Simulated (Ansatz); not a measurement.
**How Pt(100) screens a field**

Aim: image plane and induced charge of Pt(100).

Calculated with Ansatz 0.2.0; plane-wave DFT, PBE, Ansatz PAW.

## Step 1: The starting structure

The cell holds 6 atoms: 6 Pt. Its edges and angles: a = 2.772 Å, b = 2.772 Å, c = 27.800 Å, α = 90.0°, β = 90.0°, γ = 90.0°. Vacuum lies along c.

## Step 2: Single point, field 0

A sawtooth potential applies the field, turning back in the middle of the vacuum. With the dipole correction the typed value is the field outside the slab. The induced dipole is small, so the SCF threshold is tight.

Input file input.yaml:

```yaml
crystal:
  lattice:
    - [2.7718585823, 0.0, 0.0]
    - [0.0, 2.7718585823, 0.0]
    - [0.0, 0.0, 27.8]
  atoms:
    - { symbol: Pt, position: [0.5, 0.5, 0.3237410072] }
    - { symbol: Pt, position: [0.0, 0.0, 0.3942446043] }
    - { symbol: Pt, position: [0.5, 0.5, 0.4647482014] }
    - { symbol: Pt, position: [0.0, 0.0, 0.5352517986] }
    - { symbol: Pt, position: [0.5, 0.5, 0.6057553957] }
    - { symbol: Pt, position: [0.0, 0.0, 0.6762589928] }
kpoints:
  mp_grid: { grid: [18, 18, 1] }
hamiltonian:
  xc: pbe
scf:
  occupations: { method: fermi_dirac, width: 0.1 }
  convergence: { dr2_threshold: 1.0e-10 }
efield:
  axis: 3
  dipole_correction: true
  ramp_position: 0.97
  ramp_width: 0.06
  amplitude: 0
output:
  forces: true
  write_potential: true
  write_density: true
  volumetric_format: npy
```

The run is started by

```console
ansatz run input.yaml --threads 4 --pin off --max-ram 6144MiB --backend cpu --events-out ev --progress --plain --runs-dir out
```

Numbers of over 12 decimals in the logs are rounded to 6 here.

The program printed:

```text
Engine: ansatz 0.2.0, x86_64-unknown-linux-gnu
Pseudopotentials: kind: paw
Pseudopotential: Pt, paw, valence charge 18, recommended cutoff 420 eV (normal), Pt.paw.azcp
Functional definition: PBE
  parameter kappa = 0.804
  parameter beta = 0.066725
  exchange = pbe_x(kappa = kappa, mu = beta*pi^2/3)
  correlation = pbe_c(beta = beta)
Crystal: 6 atoms, lattice volume = 213.593 Å³
Basis set: ecut = 420 eV, 4257 PW (Γ), exchange–correlation on 40×40×384 points (8 copies of the dense FFT grid, shifted against one another)
Bands: 65, of which v1, the nominal top of the filled ones, is band 54 counted from 1 (53 counted from 0)
Symmetry: 8 space group operations
k-points: 55 of 324
Non-local potential: Pt, projectors of the file, l = 0: 3, l = 1: 2, l = 2: 2, l = 3: 1
PAW form: soft (Blöchl's): semilocal exchange-correlation on the pseudo side does not see the compensation charge
PAW one-centre angular grid: Pt, 590 points (default); XC on 64 Gauss nodes
Initial density: superposition of atomic densities (neutral atoms: chi_scale 0, normalization atom), corrected by the library's trained network
Initial wavefunctions: pseudopotential atomic-orbital guess
Functional: x = pbe(κ = 0.804, μ = 0.219515), c = pbe(β = 0.066725)
SCF iter   1: F=—  HF=-75136.582275 eV  |F-HF|=—  |Δ(HF+E_count)|=         —  Δρ=1.59e-2  dr2=7.33e0  ethr=1.77e-3  p=0.000 e·Å  D=4.24e-13 V/Å  ΔV_dip=-0.00 eV  dr2_dipole=2.64e-9  V_vac-E_F(+/−)=5.08/5.08 eV  ⟨swp⟩=7.9  Hψ=15253  notcnv=0  defer=41
efield: sawtooth ramp at fractional position 0.9700 (set: `efield.ramp_position`, or a place that a band, a saddle search or an elastic batch's reference lends), width 0.0600; the density the first Hamiltonian is built on has a dipole p = 0.000 e·Å; the dipole correction subtracts the counter field D = 4.24e-13 V/Å, which shifts the + side's vacuum level by -0.00 eV against the − side's; the planar-averaged density in the ramp window peaks in size at 4.3e-6 e/Å³
preconditioner: auto → LDOS  [metal: Δε(μ)=0.002 eV  Ē_g=7.474 eV  σ=0.100 eV  W_gap=0.00  n_scr=48 (ndim 8)  ℏωp=19.7 eV  f_vac=0.528  D(μ)=9.85/eV (n_scr^D=84)  β→1.0]
SCF iter   2: F=—  HF=-75136.465753 eV  |F-HF|=—  |Δ(HF+E_count)|=   1.17e-1  Δρ=5.44e-3  dr2=3.01e-1  ethr=1.77e-3  p=-0.000 e·Å  D=-2.54e-5 V/Å  ΔV_dip=0.00 eV  dr2_dipole=6.94e-9  V_vac-E_F(+/−)=5.70/5.70 eV  ⟨swp⟩=1.9  Hψ=4292  notcnv=0  defer=106
SCF iter   3: F=—  HF=-75136.465972 eV  |F-HF|=—  |Δ(HF+E_count)|=   2.19e-4  Δρ=2.93e-3  dr2=8.36e-2  ethr=2.79e-4  p=0.000 e·Å  D=2.56e-6 V/Å  ΔV_dip=-0.00 eV  dr2_dipole=4.23e-10  V_vac-E_F(+/−)=5.54/5.54 eV  ⟨swp⟩=2.0  Hψ=5247  notcnv=0  defer=117
SCF iter   4: F=—  HF=-75136.455545 eV  |F-HF|=—  |Δ(HF+E_count)|=   1.04e-2  Δρ=4.38e-4  dr2=1.36e-3  ethr=7.74e-5  p=-0.000 e·Å  D=-5.23e-6 V/Å  ΔV_dip=0.00 eV  dr2_dipole=2.01e-10  V_vac-E_F(+/−)=5.67/5.67 eV  ⟨swp⟩=2.1  Hψ=5358  notcnv=0  defer=117
SCF iter   5: F=—  HF=-75136.455320 eV  |F-HF|=—  |Δ(HF+E_count)|=   2.25e-4  Δρ=1.69e-4  dr2=1.29e-4  ethr=1.26e-6  p=-0.000 e·Å  D=-2.37e-6 V/Å  ΔV_dip=0.00 eV  dr2_dipole=2.04e-10  V_vac-E_F(+/−)=5.66/5.66 eV  ⟨swp⟩=2.8  Hψ=5951  notcnv=0  defer=117
SCF iter   6: F=—  HF=-75136.455325 eV  |F-HF|=—  |Δ(HF+E_count)|=   4.71e-6  Δρ=8.28e-5  dr2=4.21e-5  ethr=1.19e-7  p=-0.000 e·Å  D=-1.10e-6 V/Å  ΔV_dip=0.00 eV  dr2_dipole=2.19e-11  V_vac-E_F(+/−)=5.66/5.66 eV  ⟨swp⟩=2.3  Hψ=5242  notcnv=0  defer=117
SCF iter   7: F=—  HF=-75136.455317 eV  |F-HF|=—  |Δ(HF+E_count)|=   7.86e-6  Δρ=4.60e-5  dr2=1.48e-5  ethr=3.90e-8  p=-0.000 e·Å  D=-2.84e-7 V/Å  ΔV_dip=0.00 eV  dr2_dipole=2.82e-12  V_vac-E_F(+/−)=5.66/5.66 eV  ⟨swp⟩=1.9  Hψ=4504  notcnv=0  defer=116
SCF iter   8: F=—  HF=-75136.455328 eV  |F-HF|=—  |Δ(HF+E_count)|=   1.06e-5  Δρ=2.14e-5  dr2=3.96e-6  ethr=1.37e-8  p=0.000 e·Å  D=2.05e-8 V/Å  ΔV_dip=-0.00 eV  dr2_dipole=1.65e-12  V_vac-E_F(+/−)=5.66/5.66 eV  ⟨swp⟩=1.4  Hψ=3867  notcnv=0  defer=116
SCF iter   9: F=—  HF=-75136.455303 eV  |F-HF|=—  |Δ(HF+E_count)|=   2.50e-5  Δρ=6.60e-6  dr2=3.05e-7  ethr=3.67e-9  p=0.000 e·Å  D=1.79e-7 V/Å  ΔV_dip=-0.00 eV  dr2_dipole=2.66e-12  V_vac-E_F(+/−)=5.66/5.66 eV  ⟨swp⟩=1.3  Hψ=3902  notcnv=0  defer=114
SCF iter  10: F=—  HF=-75136.455303 eV  |F-HF|=—  |Δ(HF+E_count)|=   2.66e-7  Δρ=1.31e-6  dr2=4.21e-9  ethr=2.83e-10  p=0.000 e·Å  D=7.80e-8 V/Å  ΔV_dip=-0.00 eV  dr2_dipole=8.14e-14  V_vac-E_F(+/−)=5.66/5.66 eV  ⟨swp⟩=2.3  Hψ=5249  notcnv=0  defer=114
SCF iter  11: F=—  HF=-75136.455303 eV  |F-HF|=—  |Δ(HF+E_count)|=   1.42e-8  Δρ=3.25e-7  dr2=4.14e-10  ethr=3.90e-12  p=0.000 e·Å  D=3.24e-8 V/Å  ΔV_dip=-0.00 eV  dr2_dipole=1.57e-14  V_vac-E_F(+/−)=5.66/5.66 eV  ⟨swp⟩=3.2  Hψ=7149  notcnv=0  defer=114
SCF iter  12: F=-75136.455303 eV  HF=-75136.455303 eV  |F-HF|=1.60e-10  |Δ(HF+E_count)|=   1.16e-9  Δρ=1.71e-7  dr2=8.39e-11  ethr=1.00e-12  p=0.000 e·Å  D=9.16e-9 V/Å  ΔV_dip=-0.00 eV  dr2_dipole=1.57e-14  V_vac-E_F(+/−)=5.66/5.66 eV  ⟨swp⟩=17.5  Hψ=23868  notcnv=0
SCF 1 converged in 12 iterations: F = -75136.455303 eV  dr2 = 8.39e-11
  greatest PAW one-centre occupation: 1.000 electrons in one spin orbital (limit 2), on the Pt atom at site 3 (counted from 0), in its partial waves of l = 0
WARN: The output density's exchange-correlation potential varies sharply where the density is thin. Do not read a vacuum level from v_tot or v_xc, or from such a field of the output density. On a cell that repeats whose density bears no net charge and no dipole along the vacuum's axis use v_es (v_loc + v_h of the components); under efield.dipole_correction with no amplitude use v_es + v_field, which holds any externa [...]
SCF converged after 12 iterations
Free energy (F): -75136.455303 eV
Harris-Foulkes:  -75136.455303 eV  (|F-HF|=1.60e-10)
Internal energy: -75136.113737 eV  (E = F + TS)
E sigma→0 (E₀):  -75136.284520 eV
Entropy (-TS):   -0.341566 eV (-56.928 meV/atom)
Fermi energy:    6.616379 eV
Dipole field:    D = -0.000000 V/Å  (p = -0.000000 e·Å, saw-weighted, corrected)
Work function:   Φ+ = 5.6637 eV   Φ− = 5.6637 eV
Levels:          The Fermi level and band energies are counted from a zero that moves with the ramp; work functions are not
--- Per-component energies (eV) ---
  E_band       = -2554.209013
  E_kinetic    = 3824.810449
  E_local      = -223273.853691  (includes V_loc(G=0)·N_el)
  E_nonlocal   = 1200.673902
  E_hartree    = 109620.069049
  E_xc         = -1568.665609
  E_vxc        = -1814.148198  (∫ρ·V_xc dr)
  E_paw        = -56724.572820  (= ΣΔE_a)
  E_vpaw       = -1731.828599  (= ΣTr[D̂ρ^β])
  E_aug_tail   = 0.001203  (compensation charges beyond the density's cutoff)
  E_efield     = 0.000000  (sawtooth field / dipole correction)
  E_vefield    = 0.000000  (∫n·V_field dr)
  E_ewald      = 91785.423781
  E_smearing   = -0.341566  (= −TS)
  E_closure    = 0.000000  (closes the sum)
  Σ components = -75136.455303   (vs F -75136.455303, Δ=0.00e0)
--- Forces (eV/Å), atoms counted from 1 ---
  atom   1  Pt    -0.00000000    -0.00000000    -0.13691199
  atom   2  Pt    -0.00000000     0.00000000    -0.31201323
  atom   3  Pt    -0.00000000    -0.00000000    -0.04482601
  atom   4  Pt     0.00000000     0.00000000     0.04482597
  atom   5  Pt     0.00000000     0.00000000     0.31201324
  atom   6  Pt     0.00000000    -0.00000000     0.13691204
  max |Σ_I F_I| component: 1.78e-8 eV/Å
--- Band table (eV; the first three rows and the last of 55) ---
  k-point 0: bands = [... 50 lower, 5.5315, 5.8278, 6.2586, 6.4422, 6.4422, 6.6800, 6.7363, 6.9696, ... 7 higher]
  k-point 1: bands = [... 50 lower, 5.9446, 5.9964, 6.0602, 6.1640, 6.5818, 6.6014, 6.6807, 6.7033, ... 7 higher]
  k-point 2: bands = [... 50 lower, 5.7979, 5.7981, 5.8608, 6.0460, 6.4796, 6.4960, 6.7482, 6.9160, ... 7 higher]
  k-point 54: bands = [... 50 lower, 7.1330, 7.1330, 7.7242, 7.7242, 9.3873, 9.3873, 11.3721, 11.3721, ... 7 higher]
```

Run time: 17 s. Hardware: 4 threads of Intel Xeon Platinum 8259CL at 2.50GHz (Skylake/Cascade Lake), shared host; peak memory 0.94 GiB; 67 s of CPU time.

Numbers from this step:

* energy at zero smearing: -75136.2845 eV
* work function, upper face: 5.664 eV
* dipole along the normal: -1.82e-7 e·Å

Running mean over 1.96 Å of the planar mean; the ramp of the sawtooth is left out. The electron's electrostatic potential energy less the Fermi level by z:

```tsv
z (Å)	electron's electrostatic potential energy less the Fermi level (eV)
3.5	5.66
4.0	5.66
4.5	5.66
5.0	5.66
5.5	5.65
6.0	5.62
6.5	5.50
7.0	4.96
7.5	2.60
8.0	-3.02
8.5	-8.76
9.0	-11.3
9.5	-11.8
10.0	-12.0
10.5	-12.1
11.0	-12.2
11.5	-12.3
12.0	-12.3
12.5	-12.3
13.0	-12.3
13.5	-12.3
14.0	-12.3
14.5	-12.3
15.0	-12.3
15.5	-12.3
16.0	-12.3
16.5	-12.3
17.0	-12.2
17.5	-12.1
18.0	-12.0
18.5	-11.7
19.0	-10.7
19.5	-6.74
20.0	-0.495
20.5	3.93
21.0	5.27
21.5	5.57
22.0	5.64
22.5	5.66
23.0	5.66
23.5	5.66
24.0	5.66
24.5	5.66
```

Force by atom:

```tsv
atom	x (eV/Å)	y (eV/Å)	z (eV/Å)	size
Pt1	0.000	0.000	-0.137	0.137
Pt2	0.000	0.000	-0.312	0.312
Pt3	0.000	0.000	-0.045	0.045
Pt4	0.000	0.000	0.045	0.045
Pt5	0.000	0.000	0.312	0.312
Pt6	0.000	0.000	0.137	0.137
```

The work function of the upper face is 5.66 eV.

## Step 3: Atoms held, field 0.05 V/Å

input.yaml, as its differences from that of step 2:

```diff
@@ -24,3 +24,3 @@
   ramp_width: 0.06
-  amplitude: 0
+  amplitude: 0.05
 output:
```

The program printed:

```text
[...]
Crystal: 6 atoms, lattice volume = 213.593 Å³
Basis set: ecut = 420 eV, 4257 PW (Γ), exchange–correlation on 40×40×384 points (8 copies of the dense FFT grid, shifted against one another)
Bands: 65, of which v1, the nominal top of the filled ones, is band 54 counted from 1 (53 counted from 0)
Symmetry: 8 space group operations
k-points: 55 of 324
[...]
k-point 0: bands = [... 50 lower, 5.5314, 5.8277, 6.2585, 6.4422, 6.4422, 6.6799, 6.7362, 6.9695, ... 7 higher]
  k-point 1: bands = [... 50 lower, 5.9445, 5.9963, 6.0601, 6.1639, 6.5817, 6.6013, 6.6806, 6.7032, ... 7 higher]
  k-point 2: bands = [... 50 lower, 5.7979, 5.7979, 5.8607, 6.0459, 6.4795, 6.4960, 6.7481, 6.9159, ... 7 higher]
  k-point 54: bands = [... 50 lower, 7.1329, 7.1330, 7.7240, 7.7244, 9.3872, 9.3872, 11.3720, 11.3720, ... 7 higher]
[key lines of the parts left out:]
SCF converged after 14 iterations
Free energy (F): -75136.455985 eV
Fermi energy:    6.616292 eV
Dipole field:    D = 0.023124 V/Å  (p = 0.027295 e·Å, saw-weighted, corrected)
```

It took 20 s on 4 threads; peak memory 0.93 GiB.

The dipole is 0.0273 e·Å.

## Step 4: Atoms held, field -0.05 V/Å

input.yaml, as its differences from that of step 3:

```diff
@@ -24,3 +24,3 @@
   ramp_width: 0.06
-  amplitude: 0.05
+  amplitude: -0.05
 output:
```

The program printed:

```text
[...]
Crystal: 6 atoms, lattice volume = 213.593 Å³
Basis set: ecut = 420 eV, 4257 PW (Γ), exchange–correlation on 40×40×384 points (8 copies of the dense FFT grid, shifted against one another)
Bands: 65, of which v1, the nominal top of the filled ones, is band 54 counted from 1 (53 counted from 0)
Symmetry: 8 space group operations
k-points: 55 of 324
[...]
k-point 0: bands = [... 50 lower, 5.5314, 5.8277, 6.2585, 6.4422, 6.4422, 6.6799, 6.7362, 6.9695, ... 7 higher]
  k-point 1: bands = [... 50 lower, 5.9445, 5.9963, 6.0601, 6.1639, 6.5817, 6.6013, 6.6806, 6.7032, ... 7 higher]
  k-point 2: bands = [... 50 lower, 5.7979, 5.7979, 5.8607, 6.0459, 6.4795, 6.4960, 6.7481, 6.9159, ... 7 higher]
  k-point 54: bands = [... 50 lower, 7.1329, 7.1330, 7.7240, 7.7244, 9.3872, 9.3872, 11.3720, 11.3720, ... 7 higher]
[key lines of the parts left out:]
SCF converged after 14 iterations
Free energy (F): -75136.455985 eV
Fermi energy:    6.616291 eV
Dipole field:    D = -0.023124 V/Å  (p = -0.027295 e·Å, saw-weighted, corrected)
```

The job ended after 20 s (4 threads; peak memory 0.92 GiB).

The dipole is -0.0273 e·Å.

## Step 5: Single point, field 0.1 V/Å

input.yaml, as its differences from that of step 4:

```diff
@@ -24,3 +24,3 @@
   ramp_width: 0.06
-  amplitude: -0.05
+  amplitude: 0.1
 output:
```

The program printed:

```text
[...]
Crystal: 6 atoms, lattice volume = 213.593 Å³
Basis set: ecut = 420 eV, 4257 PW (Γ), exchange–correlation on 40×40×384 points (8 copies of the dense FFT grid, shifted against one another)
Bands: 65, of which v1, the nominal top of the filled ones, is band 54 counted from 1 (53 counted from 0)
Symmetry: 8 space group operations
k-points: 55 of 324
[...]
k-point 0: bands = [... 50 lower, 5.5310, 5.8274, 6.2582, 6.4419, 6.4419, 6.6796, 6.7359, 6.9692, ... 7 higher]
  k-point 1: bands = [... 50 lower, 5.9442, 5.9960, 6.0598, 6.1636, 6.5814, 6.6010, 6.6803, 6.7029, ... 7 higher]
  k-point 2: bands = [... 50 lower, 5.7975, 5.7976, 5.8606, 6.0456, 6.4792, 6.4957, 6.7478, 6.9156, ... 7 higher]
  k-point 54: bands = [... 50 lower, 7.1326, 7.1327, 7.7235, 7.7243, 9.3869, 9.3869, 11.3717, 11.3717, ... 7 higher]
[key lines of the parts left out:]
SCF converged after 14 iterations
Free energy (F): -75136.458032 eV
Fermi energy:    6.616001 eV
Dipole field:    D = 0.046248 V/Å  (p = 0.054590 e·Å, saw-weighted, corrected)
```

The job ended after 22 s (4 threads; peak memory 0.92 GiB).

The dipole is 0.0546 e·Å.

## Step 6: Atoms held, field -0.1 V/Å

input.yaml, as its differences from that of step 5:

```diff
@@ -24,3 +24,3 @@
   ramp_width: 0.06
-  amplitude: 0.1
+  amplitude: -0.1
 output:
```

The program printed:

```text
[...]
Crystal: 6 atoms, lattice volume = 213.593 Å³
Basis set: ecut = 420 eV, 4257 PW (Γ), exchange–correlation on 40×40×384 points (8 copies of the dense FFT grid, shifted against one another)
Bands: 65, of which v1, the nominal top of the filled ones, is band 54 counted from 1 (53 counted from 0)
Symmetry: 8 space group operations
k-points: 55 of 324
[...]
k-point 0: bands = [... 50 lower, 5.5310, 5.8274, 6.2582, 6.4419, 6.4419, 6.6796, 6.7359, 6.9692, ... 7 higher]
  k-point 1: bands = [... 50 lower, 5.9442, 5.9960, 6.0598, 6.1636, 6.5814, 6.6010, 6.6803, 6.7029, ... 7 higher]
  k-point 2: bands = [... 50 lower, 5.7975, 5.7976, 5.8606, 6.0456, 6.4792, 6.4957, 6.7478, 6.9156, ... 7 higher]
  k-point 54: bands = [... 50 lower, 7.1326, 7.1327, 7.7235, 7.7243, 9.3869, 9.3869, 11.3717, 11.3717, ... 7 higher]
[key lines of the parts left out:]
SCF converged after 14 iterations
Free energy (F): -75136.458032 eV
Fermi energy:    6.616001 eV
Dipole field:    D = -0.046248 V/Å  (p = -0.054591 e·Å, saw-weighted, corrected)
```

Wall time 21 s (4 threads); peak memory 0.93 GiB; 83 s of CPU time.

The dipole is -0.0546 e·Å.

## Step 7: Single point, field 0.2 V/Å

input.yaml, as its differences from that of step 6:

```diff
@@ -24,3 +24,3 @@
   ramp_width: 0.06
-  amplitude: -0.1
+  amplitude: 0.2
 output:
```

The program printed:

```text
[...]
Crystal: 6 atoms, lattice volume = 213.593 Å³
Basis set: ecut = 420 eV, 4257 PW (Γ), exchange–correlation on 40×40×384 points (8 copies of the dense FFT grid, shifted against one another)
Bands: 65, of which v1, the nominal top of the filled ones, is band 54 counted from 1 (53 counted from 0)
Symmetry: 8 space group operations
k-points: 55 of 324
[...]
k-point 0: bands = [... 50 lower, 5.5297, 5.8263, 6.2570, 6.4407, 6.4407, 6.6784, 6.7348, 6.9680, ... 7 higher]
  k-point 1: bands = [... 50 lower, 5.9430, 5.9947, 6.0587, 6.1624, 6.5802, 6.5998, 6.6791, 6.7016, ... 7 higher]
  k-point 2: bands = [... 50 lower, 5.7955, 5.7964, 5.8600, 6.0444, 6.4780, 6.4945, 6.7466, 6.9143, ... 7 higher]
  k-point 54: bands = [... 50 lower, 7.1313, 7.1316, 7.7219, 7.7235, 9.3858, 9.3858, 11.3706, 11.3706, ... 7 higher]
[key lines of the parts left out:]
SCF converged after 14 iterations
Free energy (F): -75136.466222 eV
Fermi energy:    6.614837 eV
Dipole field:    D = 0.092502 V/Å  (p = 0.109188 e·Å, saw-weighted, corrected)
```

Wall time 22 s (4 threads); peak memory 0.89 GiB; 85 s of CPU time.

The dipole is 0.109 e·Å.

## Step 8: Atoms held, field -0.2 V/Å

input.yaml, as its differences from that of step 7:

```diff
@@ -24,3 +24,3 @@
   ramp_width: 0.06
-  amplitude: 0.2
+  amplitude: -0.2
 output:
```

The program printed:

```text
[...]
Crystal: 6 atoms, lattice volume = 213.593 Å³
Basis set: ecut = 420 eV, 4257 PW (Γ), exchange–correlation on 40×40×384 points (8 copies of the dense FFT grid, shifted against one another)
Bands: 65, of which v1, the nominal top of the filled ones, is band 54 counted from 1 (53 counted from 0)
Symmetry: 8 space group operations
k-points: 55 of 324
[...]
k-point 0: bands = [... 50 lower, 5.5297, 5.8263, 6.2570, 6.4407, 6.4407, 6.6784, 6.7348, 6.9680, ... 7 higher]
  k-point 1: bands = [... 50 lower, 5.9430, 5.9947, 6.0587, 6.1624, 6.5802, 6.5998, 6.6791, 6.7016, ... 7 higher]
  k-point 2: bands = [... 50 lower, 5.7955, 5.7964, 5.8600, 6.0444, 6.4780, 6.4945, 6.7466, 6.9143, ... 7 higher]
  k-point 54: bands = [... 50 lower, 7.1313, 7.1316, 7.7219, 7.7235, 9.3858, 9.3858, 11.3706, 11.3706, ... 7 higher]
[key lines of the parts left out:]
SCF converged after 14 iterations
Free energy (F): -75136.466222 eV
Fermi energy:    6.614838 eV
Dipole field:    D = -0.092502 V/Å  (p = -0.109189 e·Å, saw-weighted, corrected)
```

The job ended after 23 s (4 threads; peak memory 0.89 GiB; 90 s of CPU time).

The dipole is -0.109 e·Å.

(Part 1 of 2 ends here.)

[Logs are printed without paths, hosts, clocks, repeated set-up lines and the standing remarks that a program may print on its own settings, such as how far it seeks lower states.]

[Hosts, paths, dates, database ids (printed as entryN), source tags and the programs' standing remarks are cut or masked in the printed files.]

[Maps of the electrostatic potential energy from Ansatz leave out the sawtooth potential of an applied field or a dipole correction, so their vacuum need not be flat; planar profiles and work functions include it.]
